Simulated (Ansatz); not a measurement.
## Ge2SeN2 (Cmc2_1): band gap by G0W0 on HSE06

Wanted: the gap of Ge2SeN2 (Cmc2_1) with a many-body correction, and the time that it takes.

Method: HSE06, then G0W0 on it, plane waves, PAW, in Ansatz 0.2.0.

**1. The structure**

Symmetry: Cmc2_1, No. 36, orthorhombic system. The conventional cell has a = 11.278 Å, b = 5.903 Å, c = 5.183 Å, α = 90.00°, β = 90.00°, γ = 90.00°. Nearest to Ge lie 3 N at 1.85 to 1.88 Å and 1 Se at 2.38 Å. Nearest to Se lie 2 Ge at 2.38 Å. N has 3 Ge at 1.85 to 1.88 Å nearest. Farther neighbours and most contacts between anions are not listed.

The cell and positions are those that the Materials Project relaxed with its own functionals (PBE, PBE+U or r2SCAN), kept fixed.

The logs state that the PAW files were generated under PBE.

**2. HSE06 levels on the mesh and at listed points**

HSE06 mixes in a quarter of exact exchange at short range.

This step: DFT, HSE06, plane waves, PAW; PAW set soft_1.

Contents of input.yaml:

```yaml
crystal:
  lattice:
    - [5.6390191657, -2.9515389733, 0.0]
    - [5.6390191657, 2.9515389733, 0.0]
    - [0.0, 0.0, 5.183237]
  atoms:
    - { symbol: Ge, position: [0.333819, 0.03403, 0.33372] }
    - { symbol: Ge, position: [0.96597, 0.666181, 0.33372] }
    - { symbol: Ge, position: [0.666181, 0.96597, 0.83372] }
    - { symbol: Ge, position: [0.03403, 0.333819, 0.83372] }
    - { symbol: Se, position: [0.289802, 0.710198, 0.174027] }
    - { symbol: Se, position: [0.710198, 0.289802, 0.674027] }
    - { symbol: "N", position: [0.346734, 0.090559, 0.681267] }
    - { symbol: "N", position: [0.909441, 0.653266, 0.681267] }
    - { symbol: "N", position: [0.653266, 0.909441, 0.181267] }
    - { symbol: "N", position: [0.090559, 0.346734, 0.181267] }
kpoints:
  mp_grid: { grid: [4, 4, 4] }
  band_path:
    path:
      - [0.0, 0.0, 0.0]
      - [0.5, 0.5, 0.0]
      - [0.31849043, 0.68150957, 0.0]
      - [-0.31849043, 0.31849043, 0.0]
      - [0.0, 0.0, 0.5]
      - [-0.31849043, 0.31849043, 0.5]
      - [0.31849043, 0.68150957, 0.5]
      - [0.5, 0.5, 0.5]
      - [0.0, 0.5, 0.4]
    npoints: 1
hamiltonian:
  xc: hse06
  pseudopotentials: { kind: paw, azcp: { folder: soft_1 } }
scf:
  occupations: { method: fixed }
  n_extra_bands: 7
output:
  eigenvalues: true
```

Command:

```
$ ansatz run input.yaml --threads 2 --pin off --max-ram 92160MiB --backend cuda --events-out ev --progress --plain --runs-dir out --devices 1 --max-vram 13GiB
```

Numbers of over 12 decimals in the logs are rounded to 6 here.

What it wrote:

```text
scf.n_extra_bands = 7 over 54 filled bands (N_el = 108.0): the run solves 61 bands
GPUs: using 1 of 1 available (devices: 1).
Engine: ansatz 0.2.0, x86_64-unknown-linux-gnu
Pseudopotentials: kind: paw
Pseudopotential: Ge, paw, valence charge 14, recommended cutoff 420 eV (normal), soft_1/Ge.paw.azcp
Pseudopotential: Se, paw, valence charge 16, recommended cutoff 420 eV (normal), soft_1/Se.paw.azcp
Pseudopotential: N, paw, valence charge 5, recommended cutoff 420 eV (normal), soft_1/N.paw.azcp
Functional definition: HSE06
  parameter a = 0.25
  parameter omega = 0.11/bohr
  exchange = pbe_x - a*pbe_x_sr(omega) + a*exact_x_sr(omega)
  correlation = pbe_c
davidson cushion auto → on  (no smearing: the cushion is to keep the highest requested band from converging to the state above it; pin scf.eigensolver.cushion to override)
device memory: the entry about to start is reckoned to put 2.9 GiB on a device that reports 35.9 GiB free (of which the cap on the GPU budget leaves the run 13.0 GiB)
GPU FFT provider: cuFFT
GPU libraries: cuBLAS 13.8.2, cuFFT 12.4.0, cuSOLVER 12.3.4
Crystal: 10 atoms, lattice volume = 172.537 Å³
Basis set: ecut = 420 eV, 3383 PW (Γ)
Bands: 61, of which v1, the nominal top of the filled ones, is band 54 counted from 1 (53 counted from 0)
Symmetry: 4 space group operations
Space group: Cmc21 (ITA 36), of the structure as read, at distance tolerance 5.6e-5 Å
k-points: 21 of 64 (time reversal used)
Non-local potential: Ge, projectors of the file, l = 0: 2, l = 1: 2, l = 2: 3, l = 3: 1
Non-local potential: Se, projectors of the file, l = 0: 2, l = 1: 2, l = 2: 3, l = 3: 1
Non-local potential: N, projectors of the file, l = 0: 2, l = 1: 2, l = 2: 1
PAW form: soft (Blöchl's): semilocal exchange-correlation on the pseudo side does not see the compensation charge
PAW frozen core: Ge, regenerated for the run's functional, and the local potential with it (the file was generated under x = pbe(κ = 0.804, μ = 0.219515), c = pbe(β = 0.066725))
PAW frozen core: Se, regenerated for the run's functional, and the local potential with it (the file was generated under x = pbe(κ = 0.804, μ = 0.219515), c = pbe(β = 0.066725))
PAW frozen core: N, regenerated for the run's functional, and the local potential with it (the file was generated under x = pbe(κ = 0.804, μ = 0.219515), c = pbe(β = 0.066725))
PAW one-centre angular grid: Ge, 590 points (default); XC on 64 Gauss nodes
PAW one-centre angular grid: Se, 590 points (default); XC on 64 Gauss nodes
PAW one-centre angular grid: N, 110 points (default); XC on 64 Gauss nodes
Initial density: superposition of atomic densities (chi_scale 0.1, normalization cell, long waves kept (reshape's long-wave potential 0.02 eV rms))
Initial wavefunctions: pseudopotential atomic-orbital guess
GPU buffer pool allocated for 72900 grid points (all kernels)
GPU transforms: local potential and band sums: pruned to the plane-wave sphere, on 45×45×36
Functional: x = pbe(κ = 0.804, μ = 0.219515), c = pbe(β = 0.066725), warm-up for x = pbe(κ = 0.804, μ = 0.219515) + 0.25 (exact − pbe) at short range (hse, ω = 0.207870 Å⁻¹), c = pbe(β = 0.066725); HSE06 as pw.x's `hse` composes it (authors' and Libxc's form: `xc: wpbeh`)
SCF iter   1: F=—  HF=-29657.980077 eV  |F-HF|=—  |Δ(HF+E_count)|=         —  Δρ=9.24e-2  dr2=1.53e1  ethr=1.00e-1  ⟨swp⟩=4.9  Hψ=3829  notcnv=0
preconditioner: auto → none  [insulator: Δε(μ)=1.069 eV  Ē_g=19.376 eV  n_scr=46 (ndim 8)  ℏωp=26.5 eV  f_vac=0.060]
SCF iter   2: F=—  HF=-29656.459442 eV  |F-HF|=—  |Δ(HF+E_count)|=    1.52e0  Δρ=6.90e-2  dr2=9.20e0  ethr=1.41e-2  ⟨swp⟩=4.6  Hψ=3448  notcnv=0  defer=1
iter 3 solved again at ethr=4.20e-4 eV; its pass at ethr=8.52e-3 eV (dr2=4.53e-1 eV) is discarded
SCF iter   3: F=—  HF=-29654.401862 eV  |F-HF|=—  |Δ(HF+E_count)|=    2.06e0  Δρ=2.24e-2  dr2=4.55e-1  ethr=4.20e-4  ⟨swp⟩=3.3  Hψ=6109  notcnv=0  defer=2
SCF iter   4: F=—  HF=-29654.358153 eV  |F-HF|=—  |Δ(HF+E_count)|=   4.37e-2  Δρ=5.29e-3  dr2=4.41e-2  ethr=4.20e-4  ⟨swp⟩=2.7  Hψ=2861  notcnv=0  defer=2
SCF iter   5: F=—  HF=-29654.352182 eV  |F-HF|=—  |Δ(HF+E_count)|=   5.97e-3  Δρ=7.22e-4  dr2=8.75e-4  ethr=4.08e-5  ⟨swp⟩=3.1  Hψ=3478  notcnv=0  defer=1
SCF iter   6: F=-29654.352173 eV  HF=-29654.352084 eV  |F-HF|=8.83e-5  |Δ(HF+E_count)|=   9.74e-5  Δρ=4.25e-4  dr2=1.04e-4  ethr=8.10e-7  ⟨swp⟩=4.0  Hψ=4186  notcnv=0
SCF 1 stopped early in 6 iterations: F = -29654.352173 eV  dr2 = 1.04e-4
  greatest PAW one-centre occupation: 1.000 electrons in one spin orbital (limit 2), on the Se atom at site 4 (counted from 0), in its partial waves of l = 2
device memory: the entry about to start is reckoned to put 3.4 GiB (of the 3.8 GiB reckoned in all, the device holds 0.3 GiB already) on a device that reports 41.3 GiB free (of which the cap on the GPU budget leaves the run 12.7 GiB)
GPU FFT provider: cuFFT
GPU libraries: cuBLAS 13.8.2, cuFFT 12.4.0, cuSOLVER 12.3.4
Initial density: handed on by an earlier stage of this run
Initial wavefunctions: those handed on with the density
GPU buffer pool allocated for 72900 grid points (all kernels)
GPU transforms: local potential and band sums: pruned to the plane-wave sphere, on 45×45×36
Functional: x = pbe(κ = 0.804, μ = 0.219515) + 0.25 (exact − pbe) at short range (hse, ω = 0.207870 Å⁻¹), c = pbe(β = 0.066725); HSE06 as pw.x's `hse` composes it (authors' and Libxc's form: `xc: wpbeh`)
Exchange kernel: α = 0.2500, screened, ω = 0.2079 Å⁻¹, Wigner–Seitz truncation, v(0) = 1046.4706 eV·Å³, q-mesh 4×4×4, nearest image of the exchange supercell L = 20.73 Å, pair-density grid 30×30×24, without the augmentation charges, whose exchange is taken in its separable form by FFT convolution over the k-point mesh (sized by the pseudopotential files, 36×40×36 at the most), smooth part of the exact exchange by density-matrix convolution in up to 6.67 GiB of GPU memory as planned if the GPU has room (build and FFT work areas not counted)
Frozen-core exchange: fock
SCF iter   1: F=—  HF=-29660.622407 eV  |F-HF|=—  |Δ(HF+E_count)|=         —  Δρ=9.03e-3  dr2=6.41e-2  ethr=9.61e-7  ⟨swp⟩=9.0  Hψ=6969  notcnv=0
preconditioner: auto → none  [insulator: Δε(μ)=2.712 eV  Ē_g=21.807 eV  n_scr=46 (ndim 8)  ℏωp=26.5 eV  f_vac=0.115]
SCF iter   2: F=—  HF=-29660.571036 eV  |F-HF|=—  |Δ(HF+E_count)|=   5.14e-2  Δρ=2.03e-3  dr2=9.30e-3  ethr=9.61e-7  ⟨swp⟩=4.0  Hψ=5383  notcnv=0
SCF iter   3: F=—  HF=-29660.613326 eV  |F-HF|=—  |Δ(HF+E_count)|=   4.23e-2  Δρ=1.58e-3  dr2=2.51e-3  ethr=9.61e-7  ⟨swp⟩=4.5  Hψ=5196  notcnv=0
SCF iter   4: F=—  HF=-29660.612386 eV  |F-HF|=—  |Δ(HF+E_count)|=   9.40e-4  Δρ=3.15e-4  dr2=1.74e-4  ethr=9.61e-7  ⟨swp⟩=3.0  Hψ=3804  notcnv=0
SCF iter   5: F=—  HF=-29660.613093 eV  |F-HF|=—  |Δ(HF+E_count)|=   7.07e-4  Δρ=1.96e-4  dr2=6.07e-5  ethr=8.37e-8  ⟨swp⟩=4.7  Hψ=4021  notcnv=0
SCF iter   6: F=-29660.613080 eV  HF=-29660.613081 eV  |F-HF|=1.13e-6  |Δ(HF+E_count)|=   1.26e-5  Δρ=2.77e-5  dr2=5.87e-6  ethr=5.23e-8  ⟨swp⟩=3.0  Hψ=3356  notcnv=0
SCF 2 stopped early in 6 iterations: F = -29660.613080 eV  dr2 = 5.87e-6
hybrid outer 1: dexx = +4.946e-2 eV, tail = 3.76e-4 eV
GPU FFT provider: cuFFT
GPU libraries: cuBLAS 13.8.2, cuFFT 12.4.0, cuSOLVER 12.3.4
GPU buffer pool allocated for 72900 grid points (all kernels)
GPU transforms: local potential and band sums: pruned to the plane-wave sphere, on 45×45×36
Exchange kernel: α = 0.2500, screened, ω = 0.2079 Å⁻¹, Wigner–Seitz truncation, v(0) = 1046.4706 eV·Å³, q-mesh 4×4×4, nearest image of the exchange supercell L = 20.73 Å, pair-density grid 30×30×24, without the augmentation charges, whose exchange is taken in its separable form by FFT convolution over the k-point mesh (sized by the pseudopotential files, 36×40×36 at the most), smooth part of the exact exchange by density-matrix convolution in up to 6.67 GiB of GPU memory as planned if the GPU has room (build and FFT work areas not counted)
Frozen-core exchange: fock
SCF iter   1: F=—  HF=-29660.613296 eV  |F-HF|=—  |Δ(HF+E_count)|=         —  Δρ=6.24e-5  dr2=3.47e-6  ethr=1.74e-6  ⟨swp⟩=3.2  Hψ=2969  notcnv=0
preconditioner: auto → none  [insulator: Δε(μ)=2.745 eV  Ē_g=21.747 eV  n_scr=46 (ndim 8)  ℏωp=26.5 eV  f_vac=0.118]
SCF iter   2: F=—  HF=-29660.613304 eV  |F-HF|=—  |Δ(HF+E_count)|=   7.61e-6  Δρ=3.05e-5  dr2=9.93e-7  ethr=2.90e-9  ⟨swp⟩=4.9  Hψ=5405  notcnv=0  defer=1
SCF iter   3: F=—  HF=-29660.613303 eV  |F-HF|=—  |Δ(HF+E_count)|=   2.75e-7  Δρ=1.43e-5  dr2=1.61e-7  ethr=7.63e-10  ⟨swp⟩=3.1  Hψ=3393  notcnv=0
iter 4 solved again at ethr=4.38e-12 eV; its pass at ethr=1.16e-10 eV (dr2=4.73e-9 eV) is discarded
SCF iter   4: F=-29660.613303 eV  HF=-29660.613303 eV  |F-HF|=4.58e-9  |Δ(HF+E_count)|=   1.27e-9  Δρ=1.76e-6  dr2=4.17e-8  ethr=4.38e-12  ⟨swp⟩=4.0  Hψ=6757  notcnv=0
SCF 3 converged in 4 iterations: F = -29660.613303 eV  dr2 = 4.17e-8
hybrid outer 2: dexx = +2.763e-6 eV, tail = 1.84e-7 eV, Δε = 3.28e-3 eV (about 1.28e-4 eV left of the loop's levels)
the search or the solves at the SCF's close seem to have found levels that the self-consistency loop had missed (the run counts 1). By its estimate they hold under 1e-12 electrons; where the run keeps them, the occupations were computed again with them
device memory: the entry about to start is reckoned to put 1.3 GiB on a device that reports 37.8 GiB free (of which the cap on the GPU budget leaves the run 13.0 GiB)
NSCF: frozen V_eff on 9 k-points
hybrid SCF converged: 2 outer / 10 inner (+6 warm-up), last move |dexx| = 2.76e-6 eV, tail = 1.84e-7 eV
Stability not checked: this state was not tested for a lower state beside it, because the functional holds exact exchange (a hybrid, or Hartree-Fock), whose exchange loop this test does not read (fock_operator; see scf.lower_state_search)
Free energy (F): -29660.613304 eV
Frozen-core exchange: fock
Harris-Foulkes:  -29660.613304 eV  (|F-HF|=4.58e-9)
Internal energy: -29660.613304 eV  (E = F + TS)
E sigma→0 (E₀):  -29660.613304 eV
Fermi energy:    6.119703 eV
--- Per-component energies (eV) ---
  E_band       = -1763.645249
  E_kinetic    = 1100.455653
  E_local      = -16142.194109  (includes V_loc(G=0)·N_el)
  E_nonlocal   = 312.295683
  E_hartree    = 7824.994750
  E_xc         = -555.014442
  E_vxc        = -588.698517  (∫ρ·V_xc dr)
  E_exx        = -409.849128  (= α·E_x^exact, valence–valence)
  E_paw        = -12569.808338  (= ΣΔE_a)
  E_vpaw       = -1275.792832  (= ΣTr[D̂ρ^β])
  E_aug_tail   = 0.002918  (compensation charges beyond the density's cutoff)
  E_ewald      = -9217.804291
  E_core_change = -3.691999  (= ΣΔE_core)
  E_smearing   = -0.000000  (= −TS)
  E_closure    = -0.000000  (closes the sum)
  Σ components = -29660.613304   (vs F -29660.613304, Δ=0.00e0)
--- Band table (eV; the first three rows and the last of 21) ---
  k-point 0: bands = [... 50 lower, 4.9367, 5.7420, 5.8431, 5.9679, 8.8647, 10.2362, 10.2665, 11.7231, ... 3 higher]
  k-point 1: bands = [... 50 lower, 5.0044, 5.6123, 5.6754, 5.7418, 9.6034, 10.3296, 10.5987, 11.1107, ... 3 higher]
  k-point 2: bands = [... 50 lower, 5.3257, 5.3257, 5.7708, 5.7708, 10.2078, 10.2078, 10.3142, 10.3142, ... 3 higher]
  k-point 20: bands = [... 50 lower, 4.7696, 4.7696, 5.5338, 5.5338, 10.9081, 10.9081, 11.1737, 11.1737, ... 3 higher]
```

It took 85 s on 1 × NVIDIA H100 80GB HBM3 (shared by 6 runs) with 2 threads of AMD EPYC 7R13 (Zen 3), shared host; peak memory 1.9 GiB; 2.1 min of CPU time.

Reading the cycles: dr2 is the Hartree energy of the density residual (eV), the measure of convergence; HF is the Harris–Foulkes estimate of the energy, which meets the free energy F at convergence.

Numbers from this step:

| Item | Value |
| --- | --- |
| gap | 2.745 eV |
| valence top at | k = (0.250, -0.500, 0.250) |
| conduction bottom at | Γ |
| least direct gap | 2.897 eV |
| exact-exchange fraction | 0.25 |

Over mesh and listed points the gap is 2.745 eV, from k = (0.250, -0.500, 0.250) to k = Γ. The least direct gap found is 2.897 eV, at k = Γ.

(Continued in part 2 of 2.)

[Paths, hosts, dates, memory and timing lines, banners, echoed tables and standing remarks are left out of the program output.]

[Logs are printed without paths, hosts, clocks, repeated set-up lines and the standing remarks that a program may print on its own settings, such as how far it seeks lower states.]

[Runs of the session that timed out or met a known fault of the program may be left out.]

[Cells called generated may have been cut or substituted from an entry of the Crystallography Open Database or the Materials Project.]

[Hosts, paths, dates, database ids (printed as entryN), source tags and the programs' standing remarks are cut or masked in the printed files.]

[Where an RPA ε∞ is given, it is that of the G0W0 mesh and is not shown converged in it. Names of k-points follow the symmetry that the program found, which can be lower than the space group named. Band edges on a path are those of the sampled points; other points can move an edge, and change direct to indirect where valleys lie close.]

[Hybrid gaps are those of their k-mesh and are not shown converged in it.]
